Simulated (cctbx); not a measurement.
## A crystallographic session in cctbx: Na3TlCr2Te

Library: cctbx 2025.11. The data are simulated by the first script.

## 1. Simulate the data

run.py:

```python
from cctbx import adptbx, crystal, miller, sgtbx, xray
from cctbx.array_family import flex
from iotbx.shelx import hklf
from scitbx import matrix
import scitbx.random

cs = crystal.symmetry(unit_cell=(7.658, 7.399, 15.06, 90, 119.66, 90), space_group_symbol='Hall: -P 2ybc')  # P2_1/c
atoms = [  # label, site, U (iso, or U11 U22 U33 U12 U13 U23 in A^2), occupancy
    ("Tl1", (0.6662, 0.6416, 0.5779), (0.0035, 0.0036, 0.0035, -0.0000, 0.0017, -0.0001), 1),
    ("Te1", (0.9497, 0.7525, 0.5764), (0.0064, 0.0046, 0.0061, 0.0002, 0.0030, 0.0001), 1),
    ("Cr1", (0.3431, 0.8018, 0.9217), (0.0081, 0.0074, 0.0101, 0.0005, 0.0047, 0.0002), 1),
    ("Cr2", (0.3439, 0.2369, 0.7705), (0.0083, 0.0086, 0.0085, 0.0005, 0.0039, 0.0004), 1),
    ("Na1", (0.7294, 0.0035, 0.8919), (0.0122, 0.0104, 0.0100, -0.0012, 0.0023, 0.0017), 1),
    ("Na2", (0.3118, 0.0013, 0.5954), (0.0128, 0.0127, 0.0116, -0.0015, 0.0043, -0.0009), 1),
    ("Na3", (0.9387, 0.0112, 0.7161), (0.0081, 0.0084, 0.0087, 0.0007, 0.0042, 0.0001), 1),
]
xs = xray.structure(crystal_symmetry=cs)
for label, site, u, occ in atoms:
    u = adptbx.u_cif_as_u_star(cs.unit_cell(), u) if isinstance(u, tuple) else u
    xs.add_scatterer(xray.scatterer(label, site=site, u=u, occupancy=occ))
xs.set_inelastic_form_factors(1.54184, "sasaki")
xs.show_summary()
p1 = xs.expand_to_p1()
ms = miller.build_set(p1, anomalous_flag=True, d_min=0.83)
flex.set_random_seed(947874)
scitbx.random.set_random_seed(947874)
ms = ms.select(flex.random_double(ms.size()) < 0.8)
i = ms.structure_factors_from_scatterers(p1, algorithm="direct").f_calc().as_intensity_array().data()
i = i / flex.sqrt(1 + 0.3 * i / flex.max(i))  # extinction
i = i * 40000 / flex.max(i)
sig = flex.sqrt(i + flex.pow2(0.03 * i) + 8 ** 2)
noise = scitbx.random.variate(scitbx.random.normal_distribution())(i.size())
data = ms.array(data=i + sig * noise, sigmas=sig).set_observation_type_xray_intensity()
with open("data.hkl", "w") as f:
    data.export_as_shelx_hklf(f)
print("reflections written:", data.size(), " <I/sigma> = %.1f" % flex.mean(data.data() / data.sigmas()))
for h, a, b in list(data.sort("data"))[:12]:
    print("%4d%4d%4d %9.1f %7.1f" % (h + (a, b)))
```

```console
$ python run.py
```

```text
Number of scatterers: 7
At special positions: 0
Unit cell: (7.658, 7.399, 15.06, 90, 119.66, 90)
Space group: P 1 21/c 1 (No. 14)
reflections written: 4363  <I/sigma> = 18.0
   0   0  -6   41140.0  1216.6
   0   0   6   40497.8  1216.6
   3   0  -6   36970.1  1070.2
   3   0   0   36322.3  1083.6
  -3   0   0   34846.0  1083.6
  -3   0   6   34234.5  1070.2
   2  -5  -2   16714.9   486.3
  -2  -5   2   15822.7   486.3
   4   0  -8   15563.3   498.8
   2   3  -2   15555.6   475.2
   2   5  -2   15532.9   486.3
   2  -3  -2   15351.7   475.2
```

It took 0.43 s on 1 thread of Arm Neoverse N1 (shared host), peak memory 0.07 GiB.

## 2. Symmetry

run.py:

```python
from cctbx import crystal, sgtbx, statistics
from cctbx.array_family import flex
from iotbx.shelx import hklf

p1 = crystal.symmetry(unit_cell=(7.658, 7.399, 15.06, 90, 119.66, 90), space_group_symbol="P 1")
raw = hklf.reader(file_name="data.hkl").as_miller_arrays(crystal_symmetry=p1, anomalous=True)[0]
print(raw.size(), "reflections to d = %.3f A" % raw.d_min())
isig = raw.data() / raw.sigmas()
print("centring   violations  <I/sigma> of those")
best = "P"
for c in "ABCIRF":
    a = raw.customized_copy(space_group_info=sgtbx.space_group_info("Hall: %s 1" % c)).sys_absent_flags().data()
    m = flex.mean(isig.select(a))
    print("%5s %10d of %5d %8.1f" % (c, (isig.select(a) > 4).count(True), a.count(True), m))
    if (isig.select(a) > 4).count(True) < 0.01 * a.count(True):
        best = c
raw = raw.select(~raw.customized_copy(space_group_info=sgtbx.space_group_info("Hall: %s 1" % best)).sys_absent_flags().data())
isig = raw.data() / raw.sigmas()
rows = []
for s in sgtbx.space_group_symbol_iterator():
    g = sgtbx.space_group(s)
    if g.conventional_centring_type_symbol() != best or not g.is_compatible_unit_cell(p1.unit_cell(), 1e-3, 0.02):
        continue
    rows.append((s, g))
print("Laue class    unique    Rint  (classes that these axes allow; Friedel mates merged)")
rint = {}
for s, g in rows:
    laue = g.build_derived_patterson_group()
    key = laue.type().hall_symbol()
    if key not in rint:
        m = raw.customized_copy(space_group_info=laue.info(), anomalous_flag=False).merge_equivalents()
        rint[key] = m.r_int()
        print("%-14s %6d %7.3f" % (laue.type().lookup_symbol(), m.array().size(), m.r_int()))
floor = min(rint.values())
good = [(s, g) for s, g in rows if rint[g.build_derived_patterson_group().type().hall_symbol()] < 2 * floor + 0.03]
top = max(g.build_derived_patterson_group().order_z() for s, g in good)
print("space group    extra absences  I>4sigma  <I/sigma>")
for s, g in good:
    laue = g.build_derived_patterson_group()
    if laue.order_z() != top:
        continue
    a = raw.customized_copy(space_group_info=g.info()).sys_absent_flags().data()
    a &= ~raw.customized_copy(space_group_info=laue.info()).sys_absent_flags().data()
    bad = (isig.select(a) > 4).count(True)
    if bad <= 0.03 * a.count(True):
        print("%-16s %8d %10d %9s  %s" % (s.universal_hermann_mauguin(), a.count(True), bad, "%.1f" % flex.mean(isig.select(a)) if a.count(True) else "-", "centric" if g.is_centric() else "acentric"))
laue = max(good, key=lambda t: t[1].build_derived_patterson_group().order_z())[1].build_derived_patterson_group()
f = raw.customized_copy(space_group_info=laue.info(), anomalous_flag=False).merge_equivalents().array().eliminate_sys_absent().f_sq_as_f()
f.set_observation_type_xray_amplitude()
bins = max(3, min(8, f.size() // 12))
f.setup_binner(n_bins=bins)
w = statistics.wilson_plot(f, {e: n / laue.order_z() for e, n in {'Tl': 4.0, 'Te': 4.0, 'Cr': 8.0, 'Na': 12.0}.items()}, e_statistics=True)
print("Wilson B = %.2f A^2   <|E^2-1|> = %.3f (0.968 centric, 0.736 acentric)   E^2>4: %.1f %%" % (w.wilson_b, w.mean_e_sq_minus_1, w.percent_e_sq_gt_2))
print("shell (A)         n   <I/sigma>")
m = raw.customized_copy(space_group_info=laue.info(), anomalous_flag=False).merge_equivalents().array().eliminate_sys_absent()
for b in m.setup_binner(n_bins=bins).range_used():
    sel = m.binner().selection(b)
    print("%5.2f - %4.2f %6d %8.1f" % (min(m.binner().bin_d_range(b)[0] if m.binner().bin_d_range(b)[0] > 0 else 99, 99), m.binner().bin_d_range(b)[1], sel.count(True), flex.mean((m.data() / m.sigmas()).select(sel))))
```

```console
$ python run.py
```

```text
4363 reflections to d = 0.830 A
centring   violations  <I/sigma> of those
    A       1738 of  2144     17.0
    B       1821 of  2182     18.1
    C       1823 of  2180     17.9
    I       1856 of  2216     18.2
    R       2458 of  2910     18.2
    F       2691 of  3253     17.7
Laue class    unique    Rint  (classes that these axes allow; Friedel mates merged)
P -1             2625   0.021
P 1 2/m 1        1469   0.024
space group    extra absences  I>4sigma  <I/sigma>
P 1 2 1                 0          0         -  acentric
P 1 21 1                5          0      -0.3  acentric
P 1 m 1                 0          0         -  acentric
P 1 c 1               184          0       0.1  acentric
P 1 2/m 1               0          0         -  centric
P 1 21/m 1              5          0      -0.3  centric
P 1 2/c 1             184          0       0.1  centric
P 1 21/c 1            189          0       0.1  centric
Wilson B = 0.48 A^2   <|E^2-1|> = 0.889 (0.968 centric, 0.736 acentric)   E^2>4: 2.9 %
shell (A)         n   <I/sigma>
13.09 - 1.66    200     30.1
 1.66 - 1.32    185     28.1
 1.32 - 1.15    189     29.7
 1.15 - 1.05    177     27.3
 1.05 - 0.97    181     27.0
 0.97 - 0.91    187     28.7
 0.91 - 0.87    176     24.5
 0.87 - 0.83    174     25.8
```

Time: 0.45 s.

## 3. Charge flipping

run.py:

```python
import itertools
from cctbx import crystal, maptbx
from cctbx.array_family import flex
from iotbx.shelx import hklf
from smtbx.ab_initio import charge_flipping as cf

cs = crystal.symmetry(unit_cell=(7.658, 7.399, 15.06, 90, 119.66, 90), space_group_symbol='Hall: -P 2ybc')  # P2_1/c
raw = hklf.reader(file_name="data.hkl").as_miller_arrays(crystal_symmetry=cs, anomalous=True)[0]
merged = raw.eliminate_sys_absent().merge_equivalents()
fo2 = merged.array().set_observation_type_xray_intensity()
f = fo2.average_bijvoet_mates().f_sq_as_f().resolution_filter(d_min=0.83)
p1 = f.expand_to_p1()
work = p1
flex.set_random_seed(98873)
it = cf.weak_reflection_improved_iterator(delta=None, weak_reflection_fraction=0.2)
it.start(work, phases=flex.random_double(p1.size()) * 6.2832, f_000=0)
it.delta = 1.2 * it.rho_map.sigma()
print("cycle      R  skewness")
for n, st in enumerate(itertools.islice(it, 300)):
    if n % 25 == 0:
        print("%5d %6.3f %8.2f" % (n, st.r1_factor(), st.rho_map.skewness()))
rho = p1.phase_transfer(it.f_calc).fft_map().apply_volume_scaling()
polish = cf.low_density_elimination_iterator(constant_rho_c=rho.sigma())
polish.start(f_obs=p1, phases=it.f_calc, f_000=0)
for _ in range(8):
    next(polish)
print("origin shift          correlation  skewness")
maps = []
for fc, shift, cc in itertools.islice(cf.f_calc_symmetrisations(f, polish.f_calc, 0), 4):
    m = f.phase_transfer(fc).fft_map(symmetry_flags=maptbx.use_space_group_symmetry, resolution_factor=0.25).apply_sigma_scaling()
    maps.append((m.skewness(), cc, m))
    print("%6.3f %6.3f %6.3f %10.3f %9.2f" % (tuple(shift) + (cc, m.skewness())))
skew, cc, m = max((t for t in maps if t[1] > maps[0][1] - 0.04), key=lambda t: t[0])
print("taken: symmetry correlation %.3f, skewness %.2f" % (cc, skew))
peaks = m.peak_search(parameters=maptbx.peak_search_parameters(min_distance_sym_equiv=0.9, max_clusters=12)).all()
sps = cs.special_position_settings(min_distance_sym_equiv=0.5)
print("peak      x       y       z  mult  height/sigma")
for k, (x, h) in enumerate(zip(peaks.sites(), peaks.heights())):
    ss = sps.site_symmetry(x)
    print("Q%-3d %7.4f %7.4f %7.4f %4d %8.1f" % ((k + 1,) + tuple(t % 1 for t in ss.exact_site()) + (ss.multiplicity(), h)))
```

```console
$ python run.py
```

```text
cycle      R  skewness
    0  0.588     0.30
   25  0.349     6.12
   50  0.325     5.66
   75  0.315     5.62
  100  0.314     5.62
  125  0.307     5.53
  150  0.309     5.45
  175  0.310     5.44
  200  0.313     5.50
  225  0.312     5.57
  250  0.311     5.44
  275  0.315     5.47
origin shift          correlation  skewness
 0.380  0.197  0.270      0.774      1.03
 0.383  0.193  0.018      0.769      1.08
 0.224  0.198  0.200      0.764      0.81
 0.394  0.407  0.017      0.756      0.84
taken: symmetry correlation 0.769, skewness 1.08
peak      x       y       z  mult  height/sigma
Q1    0.3453  0.7469  0.2460    4      7.6
Q2    0.0704  0.6524  0.1021    4      6.4
Q3    0.1528  0.1384  0.3503    4      6.1
Q4    0.1853  0.6686  0.6664    4      5.8
Q5    0.3487  0.0206  0.9244    4      5.1
Q6    0.2465  0.2578  0.3991    4      4.5
Q7    0.5013  0.0374  0.0378    4      4.5
Q8    0.0611  0.6200  0.9129    4      4.5
Q9    0.1454  0.6315  0.5073    4      4.1
Q10   0.0676  0.0070  0.0825    4      4.1
Q11   0.3952  0.1700  0.7512    4      4.1
Q12   0.4515  0.6959  0.1533    4      4.0
```

Time: 0.88 s.

## 4. Refinement (model from the peaks)

run.py:

```python
import math
from cctbx import adptbx, crystal, maptbx, sgtbx, xray
from cctbx.array_family import flex
from cctbx.xray import observations
from iotbx.shelx import hklf
from scitbx.lstbx import normal_eqns_solving
from smtbx import absolute_structure, utils
from smtbx.refinement import constraints, least_squares

cs = crystal.symmetry(unit_cell=(7.658, 7.399, 15.06, 90, 119.66, 90), space_group_symbol='Hall: -P 2ybc')  # P2_1/c
atoms = [  # label, site, U (iso, or U11 U22 U33 U12 U13 U23 in A^2), occupancy
    ("Te1", (0.3453, 0.7469, 0.246), 0.0200, 1),
    ("Tl1", (0.0704, 0.6524, 0.1021), 0.0200, 1),
    ("Cr1", (0.1528, 0.1384, 0.3503), 0.0200, 1),
    ("Cr2", (0.1853, 0.6686, 0.6664), 0.0200, 1),
    ("Na1", (0.2465, 0.2578, 0.3991), 0.0200, 1),
    ("Na2", (0.0611, 0.62, 0.9129), 0.0200, 1),
    ("Na3", (0.1454, 0.6315, 0.5073), 0.0200, 1),
]
xs = xray.structure(crystal_symmetry=cs)
for label, site, u, occ in atoms:
    u = adptbx.u_cif_as_u_star(cs.unit_cell(), u) if isinstance(u, tuple) else u
    xs.add_scatterer(xray.scatterer(label, site=site, u=u, occupancy=occ))
xs.set_inelastic_form_factors(1.54184, "sasaki")
raw = hklf.reader(file_name="data.hkl").as_miller_arrays(crystal_symmetry=cs, anomalous=True)[0]
merged = raw.eliminate_sys_absent().merge_equivalents()
fo2 = merged.array().set_observation_type_xray_intensity()
print("Rint %.3f, %d unique reflections to %.2f A" % (merged.r_int(), fo2.size(), fo2.d_min()))
for sc in xs.scatterers():
    sc.flags.set_grad_site(True)
    sc.flags.set_grad_u_aniso(sc.flags.use_u_aniso())
    sc.flags.set_grad_u_iso(sc.flags.use_u_iso())
obs = fo2.as_xray_observations()
extra = {}
rep = constraints.reparametrisation(xs, [], utils.connectivity_table(xs), **extra)
ls = least_squares.crystallographic_ls(obs, rep, weighting_scheme=least_squares.mainstream_shelx_weighting(a=0, b=0))
print("cycle     R1     wR2    GooF  max shift (A)")
for cycle in range(6):
    ls.build_up()
    r1, wr2, goof = ls.r1_factor(cutoff_factor=2)[0], ls.wR2(), ls.goof()
    old = xs.sites_cart()
    normal_eqns_solving.levenberg_marquardt_iterations(ls, n_max_iterations=3, tau=0.0001, step_threshold=1e-7)
    big = flex.max((xs.sites_cart() - old).norms())
    print("%4d %7.4f %7.4f %7.3f %9.5f" % (cycle + 1, r1, wr2, goof, big))
    ls.build_up(objective_only=True)
    if abs(ls.wR2() - wr2) < 5e-5 and big < 5e-4:
        break
ls.build_up()
print("final R1 %.4f wR2 %.4f GooF %.3f  parameters %d  data/parameter %.1f" % (ls.r1_factor(cutoff_factor=2)[0], ls.wR2(), ls.goof(), ls.n_parameters, fo2.size() / ls.n_parameters))
cov = ls.covariance_matrix_and_annotations()
su = dict(zip(cov.annotations, (math.sqrt(max(v, 0)) for v in cov.matrix.matrix_packed_u_diagonal())))
a2 = cs.unit_cell().reciprocal_parameters()[0] ** -2
print("atom        x        y        z      Ueq    occ   su(xyz)  su(Uiso or U11)")
for sc in xs.scatterers():
    s = max(su.get(sc.label + k, 0) for k in (".x", ".y", ".z"))
    npd = "" if sc.is_positive_definite_u(cs.unit_cell()) else "  NPD"
    print("%-5s %8.5f %8.5f %8.5f %8.4f %6.3f %8.5f %7.4f%s" % ((sc.label,) + sc.site + (sc.u_iso_or_equiv(cs.unit_cell()), sc.occupancy, s, su.get(sc.label + ".uiso", su.get(sc.label + ".u11", 0) * a2), npd)))
fo = fo2.f_sq_as_f()
fc = fo.structure_factors_from_scatterers(xs, algorithm="direct").f_calc()
diff = fo.f_obs_minus_f_calc(1 / math.sqrt(ls.scale_factor()), fc).average_bijvoet_mates()
m = diff.fft_map(symmetry_flags=maptbx.use_space_group_symmetry, resolution_factor=0.25).apply_volume_scaling()
print("difference map: max %.2f min %.2f rms %.2f" % (m.statistics().max(), m.statistics().min(), m.statistics().sigma()))
peaks = m.peak_search(parameters=maptbx.peak_search_parameters(min_distance_sym_equiv=0.6, max_clusters=5)).all()
near = xs.closest_distances(peaks.sites(), distance_cutoff=4)
sps = cs.special_position_settings(min_distance_sym_equiv=0.5)
for k, (x, h) in enumerate(zip(peaks.sites(), peaks.heights())):
    ss = sps.site_symmetry(x)
    print("Q%-3d %7.4f %7.4f %7.4f %4d %7.2f  %.2f A from %s" % ((k + 1,) + tuple(t % 1 for t in ss.exact_site()) + (ss.multiplicity(), h, near.smallest_distances[k], xs.scatterers()[near.i_seqs[k]].label)))
```

```console
$ python run.py
```

```text
Rint 0.024, 1352 unique reflections to 0.83 A
cycle     R1     wR2    GooF  max shift (A)
   1  0.8438  0.9775  34.368   0.51019
   2  0.7996  0.9635  33.873   3.25262
   3  0.8038  0.9653  33.938   1.41751
   4  0.8043  0.9655  33.945   1.47255
   5  0.8093  0.9673  34.007   5.42855
   6  0.7797  0.9548  33.570   1.19808
final R1 0.7745 wR2 0.9525 GooF 33.487  parameters 28  data/parameter 48.3
atom        x        y        z      Ueq    occ   su(xyz)  su(Uiso or U11)
Te1    0.31216  0.75340  0.23497   0.0001  1.000  0.00592  0.0100
Tl1    0.04650  0.63917  0.09349   0.0001  1.000  0.00417  0.0080
Cr1    0.13468  0.12744  0.36767   0.0001  1.000  0.01476  0.0208
Cr2    0.14502  0.65057  0.64972   0.0001  1.000  0.01501  0.0233
Na1    0.37066  0.31646  0.24042   0.3803  1.000  0.42698  1.3939
Na2    0.03346  0.61706  0.93055   0.0001  1.000  0.03421  0.0489
Na3    0.15046  0.64839  0.50788   0.0001  1.000  0.03506  0.0510
difference map: max 710.75 min -194.04 rms 37.91
Q1    0.0499  0.6406  0.0959    4  724.51  0.03 A from Tl1
Q2    0.3165  0.7430  0.2387    4  484.05  0.09 A from Te1
Q3    0.3840  0.1439  0.7530    4  347.51  0.34 A from Na1
Q4    0.2277  0.2523  0.3996    4  227.58  1.12 A from Cr1
Q5    0.2983  0.6390  0.0639    4  224.65  1.88 A from Na3
```

Time: 0.83 s.

Figures of merit this high mean that the model is still wrong or incomplete.

## 5. Charge flipping

run.py, as its changes from the last script of this kind:

```diff
@@ -13,2 +13,3 @@
-work = p1
-flex.set_random_seed(98873)
+p1.setup_binner_counting_sorted(reflections_per_bin=max(40, p1.size() // 12))
+work = p1.array(data=p1.data() / p1.amplitude_quasi_normalisations().data())
+flex.set_random_seed(98874)
@@ -19,2 +20,2 @@
-for n, st in enumerate(itertools.islice(it, 300)):
-    if n % 25 == 0:
+for n, st in enumerate(itertools.islice(it, 600)):
+    if n % 50 == 0:
```

```console
$ python run.py
```

```text
cycle      R  skewness
    0  0.580     0.27
   50  0.485     4.36
  100  0.477     4.25
  150  0.491     4.32
  200  0.489     4.24
  250  0.482     4.31
  300  0.497     4.18
  350  0.490     4.11
  400  0.494     3.95
  450  0.493     4.09
  500  0.492     4.19
  550  0.492     4.02
origin shift          correlation  skewness
 0.313  0.316  0.134      0.759      1.23
 0.159  0.442  0.164      0.760      1.00
 0.423  0.321  0.298      0.758      0.81
 0.162  0.445  0.081      0.750      1.29
taken: symmetry correlation 0.750, skewness 1.29
peak      x       y       z  mult  height/sigma
Q1    0.4715  0.6490  0.1107    4     10.0
Q2    0.1283  0.1327  0.4482    4      8.9
Q3    0.2531  0.0541  0.5178    4      5.8
Q4    0.1793  0.6307  0.7227    4      5.4
Q5    0.3242  0.6221  0.1315    4      4.7
Q6    0.1264  0.5965  0.4512    4      4.7
Q7    0.2454  0.1993  0.3894    4      4.6
Q8    0.1295  0.1780  0.3110    4      4.1
Q9    0.4041  0.5187  0.5870    4      4.1
Q10   0.0377  0.0436  0.6142    4      4.0
Q11   0.4546  0.5254  0.4453    4      4.0
Q12   0.3733  0.1303  0.2750    4      3.8
```

Time: 1.1 s.

## 6. Refinement (model from the peaks)

run.py, as its changes from the last script of this kind:

```diff
@@ -12,7 +12,7 @@
-    ("Te1", (0.3453, 0.7469, 0.246), 0.0200, 1),
-    ("Tl1", (0.0704, 0.6524, 0.1021), 0.0200, 1),
-    ("Cr1", (0.1528, 0.1384, 0.3503), 0.0200, 1),
-    ("Cr2", (0.1853, 0.6686, 0.6664), 0.0200, 1),
-    ("Na1", (0.2465, 0.2578, 0.3991), 0.0200, 1),
-    ("Na2", (0.0611, 0.62, 0.9129), 0.0200, 1),
-    ("Na3", (0.1454, 0.6315, 0.5073), 0.0200, 1),
+    ("Te1", (0.4715, 0.649, 0.1107), 0.0200, 1),
+    ("Tl1", (0.1283, 0.1327, 0.4482), 0.0200, 1),
+    ("Na1", (0.2531, 0.0541, 0.5178), 0.0200, 1),
+    ("Na2", (0.1793, 0.6307, 0.7227), 0.0200, 1),
+    ("Cr1", (0.3242, 0.6221, 0.1315), 0.0200, 1),
+    ("Na3", (0.1264, 0.5965, 0.4512), 0.0200, 1),
+    ("Cr2", (0.2454, 0.1993, 0.3894), 0.0200, 1),
```

```console
$ python run.py
```

```text
Rint 0.024, 1352 unique reflections to 0.83 A
cycle     R1     wR2    GooF  max shift (A)
   1  0.7653  0.9499  33.395   1.35134
   2  0.6758  0.9039  31.779   0.38113
   3  0.7155  0.9245  32.503   0.25878
   4  0.7186  0.9253  32.532   1.07804
   5  0.7249  0.9281  32.629   1.06061
   6  0.7114  0.9225  32.433   0.00000
final R1 0.7152 wR2 0.9249 GooF 32.516  parameters 28  data/parameter 48.3
atom        x        y        z      Ueq    occ   su(xyz)  su(Uiso or U11)
Te1    0.43651  0.65406  0.09563   0.0053  1.000  0.00413  0.0076
Tl1    0.10791  0.13495  0.43961   0.0001  1.000  0.00279  0.0052
Na1    0.26372  0.06208  0.51121   0.0005  1.000  0.02299  0.0300
Na2    0.22768  0.54913  0.63383   0.0111  1.000  0.02903  0.0386
Cr1    0.36429  0.62302  0.11178   0.0531  1.000  0.02333  0.0321
Na3    0.13897  0.55199  0.42433   0.0587  1.000  0.06019  0.0886
Cr2    0.32654  0.26282  0.40558   0.0741  1.000  0.02829  0.0469
difference map: max 466.73 min -247.20 rms 26.23
Q1    0.1025  0.1369  0.4385    4  468.01  0.04 A from Tl1
Q2    0.4389  0.6498  0.0956    4  306.68  0.04 A from Te1
Q3    0.2767  0.2532  0.4037    4  223.74  0.38 A from Cr2
Q4    0.1795  0.7513  0.0602    4  218.34  1.56 A from Cr1
Q5    0.1101  0.6976  0.9397    4  138.38  1.89 A from Na3
```

Run time: 0.83 s on 1 thread of Arm Neoverse N1, on a shared host, peak memory 0.09 GiB.

Figures of merit this high mean that the model is still wrong or incomplete.

[Logs are printed without paths, hosts, clocks, repeated set-up lines and the standing remarks that a program may print on its own settings, such as how far it seeks lower states.]
